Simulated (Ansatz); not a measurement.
# Au wire along [110], 19 atoms a period: bands along the axis, part 2 of 2

Aim: is the Au wire along [110], 19 atoms a period a metal or a semiconductor?

Ansatz 0.2.0; DFT PBE, plane waves, PAW; relaxation of a wire's period; PAW set soft_1 (the session's first sound run).

So far: Starting point; Relaxing the period.

### 2. Relaxing the period (continued)

Step by step:

```
step  energy less that of the first step (eV)  largest force component (eV/Å)  pressure (GPa)  volume (Å³)
   1                                   0.0000                          0.5647           -2.16       825.75
   2                                  -0.3175                          0.4657            2.34       785.80
   3                                  -0.5874                          0.0758           -0.11       795.78
   4                                  -0.6117                          0.0497           -0.22       791.10
   5                                  -0.6185                          0.0067           -0.01       788.29
  6*                                  -0.6131                          0.0066           -0.01       788.29
```

Relaxation steps marked * repeat the geometry before them on a plane-wave basis chosen anew for their cell, so energy and pressure can jump there.

Forces are held to the 8 operations that the run works with; a distortion that breaks them can't arise in this run.

```
cell as run  before  after  change
      c (Å)   2.942  2.808  -4.5 %
```

The atoms that moved most (Å, along periodic axes as changes of fractional coordinates times the final cell, across vacuum about the mean position):

```
atom      dx      dy     dz  length
 Au5   0.000  -0.224  0.000   0.224
Au18   0.000   0.224  0.000   0.224
Au15   0.131   0.113  0.000   0.173
Au11  -0.131   0.113  0.000   0.173
Au12   0.131  -0.113  0.000   0.173
 Au8  -0.131  -0.113  0.000   0.173
 Au7   0.139   0.000  0.000   0.139
 Au2  -0.139   0.000  0.000   0.139
```

Numbers from this step:

| Item | Value |
| --- | --- |
| energy at zero smearing | -249867.0604 eV |
| cell length along the wire | 2.808 Å |

The cell's length comes to 2.808 Å with spin left out.

### 3. The wire at its relaxed period

This step: DFT PBE, plane waves, PAW; bands of a perfect wire; PAW set soft_1 (Ansatz 0.2.0).

At the relaxed period the bands are computed along the axis; those that cross an energy going forward count the channels that a perfect wire would open there.

Input file input.yaml:

```yaml
crystal:
  lattice:
    - [15.12, 0.0, 0.0]
    - [0.0, 18.566, 0.0]
    - [0.0, 0.0, 2.8081171705]
  atoms:
    - { symbol: Au, position: [0.226908341, 0.657244949, 0.0] }
    - { symbol: Au, position: [0.215699594, 0.5, 0.0] }
    - { symbol: Au, position: [0.5, 0.653763574, 0.0] }
    - { symbol: Au, position: [0.5, 0.5, 0.0] }
    - { symbol: Au, position: [0.5, 0.804818403, 0.0] }
    - { symbol: Au, position: [0.773091659, 0.657244949, 0.0] }
    - { symbol: Au, position: [0.784300406, 0.5, 0.0] }
    - { symbol: Au, position: [0.353741607, 0.256270726, 0.5] }
    - { symbol: Au, position: [0.359154637, 0.422305712, 0.5] }
    - { symbol: Au, position: [0.359154637, 0.577694288, 0.5] }
    - { symbol: Au, position: [0.353741607, 0.743729274, 0.5] }
    - { symbol: Au, position: [0.646258393, 0.256270726, 0.5] }
    - { symbol: Au, position: [0.640845363, 0.422305712, 0.5] }
    - { symbol: Au, position: [0.640845363, 0.577694288, 0.5] }
    - { symbol: Au, position: [0.646258393, 0.743729274, 0.5] }
    - { symbol: Au, position: [0.226908341, 0.342755051, 0.0] }
    - { symbol: Au, position: [0.5, 0.346236426, 0.0] }
    - { symbol: Au, position: [0.5, 0.195181597, 0.0] }
    - { symbol: Au, position: [0.773091659, 0.342755051, 0.0] }
kpoints:
  mp_grid: { grid: [1, 1, 29] }
  band_path: { path: ["Γ", Z], npoints: 90 }
scf:
  occupations: { method: fermi_dirac, width: 0.05 }
hamiltonian:
  xc: pbe
  pseudopotentials: { kind: paw, azcp: { folder: soft_1 } }
output:
  dos: { e_range: [-5, 4] }
  write_potential: true
  write_density: true
  volumetric_format: npy
```

Run with:

```sh
> ansatz run input.yaml --threads 4 --pin off --max-ram 16384MiB --backend cpu --events-out ev --progress --plain --runs-dir out
```

Numbers of over 12 decimals in the logs are rounded to 6 here.

The log of the run:

```text
[...]
Crystal: 19 atoms, lattice volume = 788.289 Å³
Basis set: ecut = 420 eV, 15441 PW (Γ)
Bands: 217, of which v1, the nominal top of the filled ones, is band 181 counted from 1 (180 counted from 0)
Symmetry: 8 space group operations
[...]
k-points: 15 of 29
[...]
SCF iter   1: F=—  HF=-249871.340575 eV  |F-HF|=—  |Δ(HF+E_count)|=         —  Δρ=4.10e-2  dr2=1.63e1  ethr=3.10e-3  ⟨swp⟩=6.5  Hψ=12369  notcnv=0  defer=140
[...]
SCF iter  10: F=-249867.101713 eV  HF=-249867.101713 eV  |F-HF|=2.05e-8  |Δ(HF+E_count)|=   6.69e-8  Δρ=1.95e-6  dr2=5.30e-8  ethr=2.77e-11  ⟨swp⟩=13.8  Hψ=13404  notcnv=0
SCF 1 converged in 10 iterations: F = -249867.101713 eV  dr2 = 5.30e-8
[...]
NSCF: frozen V_eff on 91 k-points
WARN: The output density's exchange-correlation potential varies sharply where the density is thin. Do not read a vacuum level from v_tot or v_xc, or from such a field of the output density. On a cell that repeats whose density bears no net charge and no dipole along the vacuum's axis use v_es (v_loc + v_h of the components); under efield.dipole_correction with no amplitude use v_es + v_field, which holds any externa [...]
SCF converged after 10 iterations
Free energy (F): -249867.101713 eV
[...]
Internal energy: -249867.047236 eV  (E = F + TS)
E sigma→0 (E₀):  -249867.074474 eV
Entropy (-TS):   -0.054476 eV (-2.867 meV/atom)
Fermi energy:    5.371971 eV
[...]
--- Band table (eV; the first three rows and the last of 15) ---
  k-point 0: bands = [... 177 lower, 3.7142, 3.8032, 3.9363, 3.9486, 3.9597, 3.9723, 5.1200, 5.2097, ... 32 higher]
  k-point 1: bands = [... 177 lower, 3.6986, 3.8092, 3.8665, 3.9461, 4.0479, 4.0602, 5.1607, 5.2550, ... 32 higher]
  k-point 2: bands = [... 177 lower, 3.7190, 3.7718, 3.7768, 4.0782, 4.1997, 4.2165, 5.2741, 5.3792, ... 32 higher]
  k-point 14: bands = [... 177 lower, 6.5222, 6.5890, 6.7436, 6.9603, 7.2910, 7.4490, 7.4879, 7.6225, ... 32 higher]
```

It took 6 min on 4 threads of Arm Neoverse V1, shared host; peak memory 7.6 GiB.

Numbers from this step:

* energy at zero smearing: -249867.0745 eV
* band gap: 0 eV

Electronic bands along the path, in eV, zero at the Fermi level; # counts the bands kept:

```
  point    #62    #63    #64    #65    #66    #67    #68    #69
      Γ  -1.57  -1.44  -1.42  -1.41  -1.40  -0.25  -0.16  -0.07
halfway  -1.05  -0.61  -0.15  -0.01   0.16   1.04   1.20   1.48
      Z   1.51   1.51   1.53   1.79   1.86   1.95   2.50   2.71
```

Between Γ and Z the bands cross the Fermi level 16 times, so a perfect wire would conduct at least 16 G₀, with spin left out.

### 4. Results

```json
{
  "cell length, PBE": "2.808 Å",
  "ballistic conductance by band crossings, a lower bound, PBE": "16 G₀"
}
```

What this shows: Under PBE the cell's length is 2.81 Å, and the bands cross the Fermi level 16 times between Γ and Z, which gives a perfect wire at least 16 G₀ (opposite crossings within one step of the path cancel in such a count). Spin-orbit coupling is left out, which matters for the bands of heavy atoms.

[Logs are printed without paths, hosts, clocks, repeated set-up lines and the standing remarks that a program may print on its own settings, such as how far it seeks lower states.]

[Hosts, paths, dates, database ids (printed as entryN), source tags and the programs' standing remarks are cut or masked in the printed files.]
